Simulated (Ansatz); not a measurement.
# Ba on Al(110): change of the work function, part 2 of 6

Wanted: Δφ(θ) for Ba/Al(110), starting from the hollow site.

Ansatz 0.2.0; plane-wave DFT, PBE, Ansatz PAW.

So far, work function, upper face (eV): step 2 (the clean slab) 3.99.

### 3. The covered slab, k-mesh 3×4×1, coverage 0.111 ML

System of this step: Ba/Al(110). The cell holds 46 atoms: 45 Al and 1 Ba. Its edges and angles: a = 12.150 Å, b = 8.591 Å, c = 26.144 Å, α = 90.0°, β = 90.0°, γ = 90.0°. Vacuum lies along c.

The clean slab as it ended is repeated in the plane and the adsorbate is set on one face; the cell's size fixes the coverage, and the k-mesh shrinks with it to keep the sampling density about even. Adsorbate and upper layers relax, since the dipole depends on the height.

input.yaml

```yaml
crystal:
  lattice:
    - [12.15, 0.0, 0.0]
    - [0.0, 8.5913473914, 0.0]
    - [0.0, 0.0, 26.1437342824]
  atoms:
    - { symbol: Al, position: [0.0, 0.0, 0.3442507449] }
    - { symbol: Al, position: [0.1666666667, 0.1666666667, 0.3990207029] }
    - { symbol: Al, position: [0.0, 0.0, 0.452671135] }
    - { symbol: Al, position: [0.1666666667, 0.1666666667, 0.5091292422] }
    - { symbol: Al, position: [0.0, 0.0, 0.5597739626] }
    - { symbol: Al, position: [0.0, 0.3333333333, 0.3442507449] }
    - { symbol: Al, position: [0.1666666667, 0.5, 0.3990207029] }
    - { symbol: Al, position: [0.0, 0.3333333333, 0.452671135] }
    - { symbol: Al, position: [0.1666666667, 0.5, 0.5091292422] }
    - { symbol: Al, position: [0.0, 0.3333333333, 0.5597739626] }
    - { symbol: Al, position: [0.0, 0.6666666667, 0.3442507449] }
    - { symbol: Al, position: [0.1666666667, 0.8333333333, 0.3990207029] }
    - { symbol: Al, position: [0.0, 0.6666666667, 0.452671135] }
    - { symbol: Al, position: [0.1666666667, 0.8333333333, 0.5091292422] }
    - { symbol: Al, position: [0.0, 0.6666666667, 0.5597739626] }
    - { symbol: Al, position: [0.3333333333, 0.0, 0.3442507449] }
    - { symbol: Al, position: [0.5, 0.1666666667, 0.3990207029] }
    - { symbol: Al, position: [0.3333333333, 0.0, 0.452671135] }
    - { symbol: Al, position: [0.5, 0.1666666667, 0.5091292422] }
    - { symbol: Al, position: [0.3333333333, 0.0, 0.5597739626] }
    - { symbol: Al, position: [0.3333333333, 0.3333333333, 0.3442507449] }
    - { symbol: Al, position: [0.5, 0.5, 0.3990207029] }
    - { symbol: Al, position: [0.3333333333, 0.3333333333, 0.452671135] }
    - { symbol: Al, position: [0.5, 0.5, 0.5091292422] }
    - { symbol: Al, position: [0.3333333333, 0.3333333333, 0.5597739626] }
    - { symbol: Al, position: [0.3333333333, 0.6666666667, 0.3442507449] }
    - { symbol: Al, position: [0.5, 0.8333333333, 0.3990207029] }
    - { symbol: Al, position: [0.3333333333, 0.6666666667, 0.452671135] }
    - { symbol: Al, position: [0.5, 0.8333333333, 0.5091292422] }
    - { symbol: Al, position: [0.3333333333, 0.6666666667, 0.5597739626] }
    - { symbol: Al, position: [0.6666666667, 0.0, 0.3442507449] }
    - { symbol: Al, position: [0.8333333333, 0.1666666667, 0.3990207029] }
    - { symbol: Al, position: [0.6666666667, 0.0, 0.452671135] }
    - { symbol: Al, position: [0.8333333333, 0.1666666667, 0.5091292422] }
    - { symbol: Al, position: [0.6666666667, 0.0, 0.5597739626] }
    - { symbol: Al, position: [0.6666666667, 0.3333333333, 0.3442507449] }
    - { symbol: Al, position: [0.8333333333, 0.5, 0.3990207029] }
    - { symbol: Al, position: [0.6666666667, 0.3333333333, 0.452671135] }
    - { symbol: Al, position: [0.8333333333, 0.5, 0.5091292422] }
    - { symbol: Al, position: [0.6666666667, 0.3333333333, 0.5597739626] }
    - { symbol: Al, position: [0.6666666667, 0.6666666667, 0.3442507449] }
    - { symbol: Al, position: [0.8333333333, 0.8333333333, 0.3990207029] }
    - { symbol: Al, position: [0.6666666667, 0.6666666667, 0.452671135] }
    - { symbol: Al, position: [0.8333333333, 0.8333333333, 0.5091292422] }
    - { symbol: Al, position: [0.6666666667, 0.6666666667, 0.5597739626] }
    - { symbol: Ba, position: [0.1666666667, 0.1666666667, 0.6557492551] }
kpoints:
  mp_grid: { grid: [3, 4, 1] }
hamiltonian:
  xc: pbe
scf:
  occupations: { method: fermi_dirac, width: 0.1 }
  convergence: { dr2_threshold: 1.0e-08 }
efield:
  axis: 3
  dipole_correction: true
  ramp_position: 0.97
  ramp_width: 0.06
relax:
  f_tol: 0.02
  max_steps: 60
  constraints:
    - { sites: [0, 1, 5, 6, 10, 11, 15, 16, 20, 21, 25, 26, 30, 31, 35, 36, 40, 41] }
output:
  bader: true
  write_potential: true
  write_density: true
  volumetric_format: npy
```

Run with:

```
$ ansatz run input.yaml --threads 4 --pin off --max-ram 6144MiB --backend cpu --events-out ev --progress --plain --runs-dir out
```

Output:

```text
[...]
Crystal: 46 atoms, lattice volume = 2729.010 Å³
Basis set: ecut = 420 eV, 53423 PW (Γ), exchange–correlation on 180×120×360 points (8 copies of the dense FFT grid, shifted against one another)
Bands: 119, of which v1, the nominal top of the filled ones, is band 73 counted from 1 (72 counted from 0)
Symmetry: 4 space group operations
[...]
k-points: 6 of 12
[...]
SCF iter   1: F=—  HF=-30125.710346 eV  |F-HF|=—  |Δ(HF+E_count)|=         —  Δρ=1.19e-3  dr2=2.10e-1  ethr=1.77e-3  p=0.878 e·Å  D=5.82e-2 V/Å  ΔV_dip=-1.52 eV  dr2_dipole=4.14e-3  V_vac-E_F(+/−)=2.44/3.97 eV  ⟨swp⟩=18.3  Hψ=6737  notcnv=0  defer=7
[...]
SCF iter   8: F=-30125.706600 eV  HF=-30125.706600 eV  |F-HF|=5.45e-9  |Δ(HF+E_count)|=   6.72e-8  Δρ=1.95e-7  dr2=4.18e-9  ethr=6.90e-12  p=0.959 e·Å  D=6.36e-2 V/Å  ΔV_dip=-1.66 eV  dr2_dipole=1.64e-10  V_vac-E_F(+/−)=2.30/3.96 eV  ⟨swp⟩=10.7  Hψ=4979  notcnv=0
SCF 1 converged in 8 iterations: F = -30125.706600 eV  dr2 = 4.18e-9
[...]
relax step   1: F+E_penalty+E_count = -30125.70660020 eV  Δ(F+E_penalty+E_count) = +0.000e0 eV  max|allowed force component| = 1.003e0 eV/Å  Δτ_max = 0.0000 Å  (8 SCF iters, accepted)
[...]
SCF iter   8: F=-30125.884046 eV  HF=-30125.884046 eV  |F-HF|=6.76e-9  |Δ(HF+E_count)|=   5.97e-8  Δρ=1.97e-7  dr2=3.47e-9  ethr=1.64e-12  p=0.917 e·Å  D=6.08e-2 V/Å  ΔV_dip=-1.59 eV  dr2_dipole=7.86e-11  V_vac-E_F(+/−)=2.37/3.96 eV  ⟨swp⟩=10.5  Hψ=4784  notcnv=0
SCF 2 converged in 8 iterations: F = -30125.884046 eV  dr2 = 3.47e-9
[...]
relax step   2: F+E_penalty+E_count = -30125.88404570 eV  Δ(F+E_penalty+E_count) = -1.774e-1 eV  max|allowed force component| = 6.229e-1 eV/Å  Δτ_max = 0.1948 Å  (8 SCF iters, accepted)
SCF iter   1: F=—  HF=-30125.958577 eV  |F-HF|=—  |Δ(HF+E_count)|=         —  Δρ=1.11e-3  dr2=1.03e-1  ethr=6.70e-4  p=0.917 e·Å  D=6.08e-2 V/Å  ΔV_dip=-1.59 eV  dr2_dipole=1.17e-2  V_vac-E_F(+/−)=2.38/3.97 eV  ⟨swp⟩=7.2  Hψ=2676  notcnv=0  defer=4
[...]
SCF iter   9: F=-30125.961722 eV  HF=-30125.961722 eV  |F-HF|=1.63e-9  |Δ(HF+E_count)|=   1.54e-8  Δρ=9.81e-8  dr2=8.38e-10  ethr=6.90e-12  p=0.843 e·Å  D=5.59e-2 V/Å  ΔV_dip=-1.46 eV  dr2_dipole=5.88e-11  V_vac-E_F(+/−)=2.49/3.95 eV  ⟨swp⟩=9.7  Hψ=4074  notcnv=0
SCF 3 converged in 9 iterations: F = -30125.961722 eV  dr2 = 8.38e-10
relax step   3: F+E_penalty+E_count = -30125.96172229 eV  Δ(F+E_penalty+E_count) = -7.768e-2 eV  max|allowed force component| = 7.125e-2 eV/Å  Δτ_max = 0.1983 Å  (9 SCF iters, accepted)
[...]
relax step   4: F+E_penalty+E_count = -30125.97220496 eV  Δ(F+E_penalty+E_count) = -1.048e-2 eV  max|allowed force component| = 2.495e-2 eV/Å  Δτ_max = 0.0605 Å  (8 SCF iters, accepted)
SCF iter   1: F=—  HF=-30125.972560 eV  |F-HF|=—  |Δ(HF+E_count)|=         —  Δρ=9.23e-5  dr2=9.74e-4  ethr=1.97e-5  p=0.837 e·Å  D=5.55e-2 V/Å  ΔV_dip=-1.45 eV  dr2_dipole=3.50e-5  V_vac-E_F(+/−)=2.51/3.96 eV  ⟨swp⟩=2.3  Hψ=1503  notcnv=0  defer=10
[...]
SCF iter   6: F=-30125.973171 eV  HF=-30125.973171 eV  |F-HF|=9.07e-9  |Δ(HF+E_count)|=   4.10e-8  Δρ=1.95e-7  dr2=4.23e-9  ethr=6.90e-12  p=0.837 e·Å  D=5.55e-2 V/Å  ΔV_dip=-1.45 eV  dr2_dipole=2.16e-10  V_vac-E_F(+/−)=2.51/3.96 eV  ⟨swp⟩=10.2  Hψ=4594  notcnv=0
SCF 5 converged in 6 iterations: F = -30125.973171 eV  dr2 = 4.23e-9
relax step   5: F+E_penalty+E_count = -30125.97317115 eV  Δ(F+E_penalty+E_count) = -9.662e-4 eV  max|allowed force component| = 7.219e-3 eV/Å  Δτ_max = 0.0111 Å  (6 SCF iters, accepted)
NSCF: frozen V_eff on 6 k-points
[...]
SCF converged after 6 iterations
Free energy (F): -30125.973171 eV
[...]
Internal energy: -30125.316888 eV  (E = F + TS)
E sigma→0 (E₀):  -30125.645030 eV
Entropy (-TS):   -0.656283 eV (-14.267 meV/atom)
Fermi energy:    0.037418 eV
Dipole field:    D = 0.055507 V/Å  (p = 0.837122 e·Å, saw-weighted, corrected)
Work function:   Φ+ = 2.5061 eV   Φ− = 3.9572 eV
[...]
--- Forces (eV/Å), atoms counted from 1 ---
  atom   1  Al     0.00262275     0.03278634     0.20125445
  atom   2  Al     0.00000000     0.00000000    -0.16371137
  atom   3  Al    -0.00029733    -0.00292426    -0.00026099
  atom   4  Al     0.00000000     0.00000000     0.00057124
  atom   5  Al    -0.00140018     0.00542692     0.00033847
  atom   6  Al     0.00262275    -0.03278634     0.20125445
  atom   7  Al    -0.00000000     0.03094321    -0.20285317
  atom   8  Al    -0.00029733     0.00292426    -0.00026099
  atom   9  Al     0.00000000    -0.00207253     0.00721852
  atom  10  Al    -0.00140018    -0.00542692     0.00033847
  atom  11  Al    -0.00413069     0.00000000     0.20824225
  atom  12  Al     0.00000000    -0.03094321    -0.20285317
  atom  13  Al     0.00342670     0.00000000     0.00292714
  atom  14  Al    -0.00000000     0.00207253     0.00721852
  atom  15  Al    -0.00218377     0.00000000     0.00112598
  atom  16  Al    -0.00262275     0.03278634     0.20125445
  atom  17  Al    -0.05394505     0.00000000    -0.20426114
  atom  18  Al     0.00029733    -0.00292426    -0.00026099
  atom  19  Al     0.00044108     0.00000000    -0.00302109
  atom  20  Al     0.00140018     0.00542692     0.00033847
  atom  21  Al    -0.00262275    -0.03278634     0.20125445
  atom  22  Al    -0.04311593    -0.01858402    -0.23261265
  atom  23  Al     0.00029733     0.00292426    -0.00026099
  atom  24  Al    -0.00048065    -0.00002813     0.00027081
  atom  25  Al     0.00140018    -0.00542692     0.00033847
  atom  26  Al     0.00413069    -0.00000000     0.20824225
  atom  27  Al    -0.04311593     0.01858402    -0.23261265
  atom  28  Al    -0.00342670     0.00000000     0.00292714
  atom  29  Al    -0.00048065     0.00002813     0.00027081
  atom  30  Al     0.00218377    -0.00000000     0.00112598
  atom  31  Al     0.00000000    -0.01925971     0.22694679
  atom  32  Al     0.05394505    -0.00000000    -0.20426114
  atom  33  Al     0.00000000    -0.00083023     0.00143707
  atom  34  Al    -0.00044108    -0.00000000    -0.00302109
  atom  35  Al     0.00000000    -0.00006623     0.00157750
  atom  36  Al     0.00000000     0.01925971     0.22694679
  atom  37  Al     0.04311593    -0.01858402    -0.23261265
  atom  38  Al    -0.00000000     0.00083023     0.00143707
  atom  39  Al     0.00048065    -0.00002813     0.00027081
  atom  40  Al    -0.00000000     0.00006623     0.00157750
  atom  41  Al    -0.00000000    -0.00000000     0.20675089
  atom  42  Al     0.04311593     0.01858402    -0.23261265
  atom  43  Al    -0.00000000    -0.00000000     0.00139969
  atom  44  Al     0.00048065     0.00002813     0.00027081
  atom  45  Al    -0.00000000    -0.00000000     0.00257384
  atom  46  Ba    -0.00000000     0.00000000    -0.00223353
  max |Σ_I F_I| component: 9.15e-6 eV/Å
--- Band table (eV; the first three rows and the last of 6) ---
  k-point 0: bands = [... 69 lower, -0.4596, -0.4422, -0.4422, -0.1238, -0.0028, 0.0564, 0.0715, 0.2926, ... 42 higher]
  k-point 1: bands = [... 69 lower, 0.0825, 0.0922, 0.1130, 0.1248, 0.1995, 0.2713, 0.3360, 0.4095, ... 42 higher]
  k-point 2: bands = [... 69 lower, -0.3723, -0.3681, -0.3372, -0.2295, -0.1918, 0.4572, 0.5443, 0.6663, ... 42 higher]
  k-point 5: bands = [... 69 lower, -0.0509, 0.3120, 0.4396, 0.4772, 0.5105, 0.5383, 0.5659, 0.6214, ... 42 higher]
--- Relaxed structure (5 steps of the walk, 5 accepted, 0 SCFs on fresh bases) ---
  F+E_penalty+E_count = -30125.97317115 eV   max|allowed force component| = 7.219e-3 eV/Å
  atoms:
    - { symbol: Al, position: [1.666666e-11, 1.666666e-11, 0.344251] }
    - { symbol: Al, position: [0.166667, 0.166667, 0.399021] }
    - { symbol: Al, position: [0.000402544, 9.901602e-5, 0.451998] }
    - { symbol: Al, position: [0.166667, 0.166667, 0.508285] }
    - { symbol: Al, position: [-0.00622838, -0.00512153, 0.557958] }
    - { symbol: Al, position: [1.666666e-11, 0.333333, 0.344251] }
    - { symbol: Al, position: [0.166667, 0.500000, 0.399021] }
    - { symbol: Al, position: [0.000402544, 0.333234, 0.451998] }
    - { symbol: Al, position: [0.166667, 0.500508, 0.508274] }
    - { symbol: Al, position: [-0.00622838, 0.338455, 0.557958] }
    - { symbol: Al, position: [1.666666e-11, 0.666667, 0.344251] }
    - { symbol: Al, position: [0.166667, 0.833333, 0.399021] }
    - { symbol: Al, position: [0.000452305, 0.666667, 0.451438] }
    - { symbol: Al, position: [0.166667, 0.832826, 0.508274] }
    - { symbol: Al, position: [-0.00121307, 0.666667, 0.557652] }
    - { symbol: Al, position: [0.333333, 1.666666e-11, 0.344251] }
    - { symbol: Al, position: [0.500000, 0.166667, 0.399021] }
    - { symbol: Al, position: [0.332931, 9.901602e-5, 0.451998] }
    - { symbol: Al, position: [0.500776, 0.166667, 0.507248] }
    - { symbol: Al, position: [0.339562, -0.00512153, 0.557958] }
    - { symbol: Al, position: [0.333333, 0.333333, 0.344251] }
    - { symbol: Al, position: [0.500000, 0.500000, 0.399021] }
    - { symbol: Al, position: [0.332931, 0.333234, 0.451998] }
    - { symbol: Al, position: [0.500612, 0.501701, 0.506947] }
    - { symbol: Al, position: [0.339562, 0.338455, 0.557958] }
    - { symbol: Al, position: [0.333333, 0.666667, 0.344251] }
    - { symbol: Al, position: [0.500000, 0.833333, 0.399021] }
    - { symbol: Al, position: [0.332881, 0.666667, 0.451438] }
    - { symbol: Al, position: [0.500612, 0.831632, 0.506947] }
    - { symbol: Al, position: [0.334546, 0.666667, 0.557652] }
    - { symbol: Al, position: [0.666667, 1.666666e-11, 0.344251] }
    - { symbol: Al, position: [0.833333, 0.166667, 0.399021] }
    - { symbol: Al, position: [0.666667, -0.00069669, 0.451873] }
    - { symbol: Al, position: [0.832557, 0.166667, 0.507248] }
    - { symbol: Al, position: [0.666667, -0.000258384, 0.557896] }
    - { symbol: Al, position: [0.666667, 0.333333, 0.344251] }
    - { symbol: Al, position: [0.833333, 0.500000, 0.399021] }
    - { symbol: Al, position: [0.666667, 0.334030, 0.451873] }
    - { symbol: Al, position: [0.832722, 0.501701, 0.506947] }
    - { symbol: Al, position: [0.666667, 0.333592, 0.557896] }
    - { symbol: Al, position: [0.666667, 0.666667, 0.344251] }
    - { symbol: Al, position: [0.833333, 0.833333, 0.399021] }
    - { symbol: Al, position: [0.666667, 0.666667, 0.451463] }
    - { symbol: Al, position: [0.832722, 0.831632, 0.506947] }
    - { symbol: Al, position: [0.666667, 0.666667, 0.557580] }
    - { symbol: Ba, position: [0.166667, 0.166667, 0.638617] }
--- Bader charges: 46 sites ---
  site symbol  charge [e]  shift [e]
     0     Al      0.0571     0.0001
     1     Al     -0.0107     0.0000
     2     Al     -0.0754     0.0005
     3     Al     -0.0343     0.0000
     4     Al     -0.1467     0.0005
     5     Al      0.0571     0.0001
     6     Al     -0.0346     0.0000
     7     Al     -0.0754     0.0005
     8     Al      0.0090     0.0000
     9     Al     -0.1467     0.0005
    10     Al      0.0532     0.0002
    11     Al     -0.0346     0.0000
    12     Al     -0.0664     0.0004
    13     Al      0.0090     0.0000
    14     Al     -0.0530     0.0001
    15     Al      0.0571     0.0001
    16     Al     -0.0405     0.0000
    17     Al     -0.0754     0.0005
    18     Al      0.0090     0.0000
    19     Al     -0.1467     0.0005
    20     Al      0.0571     0.0001
    21     Al     -0.0331     0.0000
    22     Al     -0.0754     0.0005
    23     Al      0.0136     0.0001
    24     Al     -0.1467     0.0005
    25     Al      0.0532     0.0002
    26     Al     -0.0331     0.0000
    27     Al     -0.0664     0.0004
    28     Al      0.0136     0.0001
    29     Al     -0.0530     0.0001
    30     Al      0.0627     0.0002
    31     Al     -0.0405     0.0000
    32     Al     -0.0690     0.0004
    33     Al      0.0090     0.0000
    34     Al     -0.0018     0.0003
    35     Al      0.0627     0.0002
    36     Al     -0.0331     0.0000
    37     Al     -0.0690     0.0004
    38     Al      0.0136     0.0001
    39     Al     -0.0018     0.0003
    40     Al      0.0613     0.0002
    41     Al     -0.0331     0.0000
    42     Al     -0.0568     0.0004
    43     Al      0.0136     0.0001
    44     Al     -0.0113     0.0002
    45     Ba      1.0528     0.0000
  estimated error of the sums over rays = 4.5e-4 e
```

The job ended after 6.2 min (4 threads of Arm Neoverse V2, shared host; peak memory 5 GiB; 24 min of CPU time).

The steps of the relaxation:

```csv
step,energy less that of the first step (eV),largest force component (eV/Å)
1,0.0000,1.0033
2,-0.1774,0.6229
3,-0.2551,0.0712
4,-0.2656,0.0250
5,-0.2666,0.0072
```

Forces are held to the 4 operations that the program found; a distortion that breaks them can't arise in this run.

The atoms that moved most (Å):

| atom | dx | dy | dz | length |
| --- | --- | --- | --- | --- |
| Ba46 | 0.000 | 0.000 | -0.448 | 0.448 |
| Al5 | -0.076 | -0.044 | -0.047 | 0.100 |
| Al10 | -0.076 | 0.044 | -0.047 | 0.100 |
| Al20 | 0.076 | -0.044 | -0.047 | 0.100 |
| Al25 | 0.076 | 0.044 | -0.047 | 0.100 |
| Al39 | -0.007 | 0.015 | -0.057 | 0.059 |
| Al44 | -0.007 | -0.015 | -0.057 | 0.059 |
| Al24 | 0.007 | 0.015 | -0.057 | 0.059 |

Read from the output:

* energy at zero smearing: -30125.6450 eV
* work function, upper face: 2.506 eV
* work function, lower face: 3.957 eV
* dipole along the normal: 0.8371 e·Å
* step between the vacuum levels: -1.451 eV

Running mean over 1.432 Å of the planar mean; the ramp of the sawtooth is left out. Table of electron's electrostatic potential energy less the Fermi level by z:

```csv
z (Å),electron's electrostatic potential energy less the Fermi level (eV)
3.5,3.96
4.0,3.96
4.5,3.96
5.0,3.95
5.5,3.95
6.0,3.92
6.5,3.84
7.0,3.56
7.5,2.67
8.0,0.671
8.5,-1.64
9.0,-3.61
9.5,-4.42
10.0,-4.62
10.5,-4.78
11.0,-4.85
11.5,-4.83
12.0,-4.67
12.5,-4.59
13.0,-4.71
13.5,-4.99
14.0,-4.92
14.5,-4.22
15.0,-2.28
15.5,-0.318
16.0,1.12
16.5,1.49
17.0,1.58
17.5,1.89
18.0,2.24
18.5,2.43
19.0,2.48
19.5,2.50
20.0,2.50
20.5,2.50
21.0,2.51
21.5,2.51
22.0,2.51
22.5,2.51
23.0,2.51
```

The relaxation took 5 steps and lowered the energy by 0.27 eV; the largest force on the free atoms ends at 0.0072 eV/Å.

The covered face has 2.51 eV, -1.49 eV against the clean one; the bare back face has moved by -0.03 eV, a measure of how thin the slab is.

(Continued in part 3 of 6.)

[Long decimals in the printed logs are rounded to 6 places.]

[Logs are printed without paths, hosts, clocks, repeated set-up lines and the standing remarks that a program may print on its own settings, such as how far it seeks lower states.]

[Hosts, paths, dates, database ids (printed as entryN), source tags and the programs' standing remarks are cut or masked in the printed files.]

[Maps of the electrostatic potential energy from Ansatz leave out the sawtooth potential of an applied field or a dipole correction, so their vacuum need not be flat; planar profiles and work functions include it.]
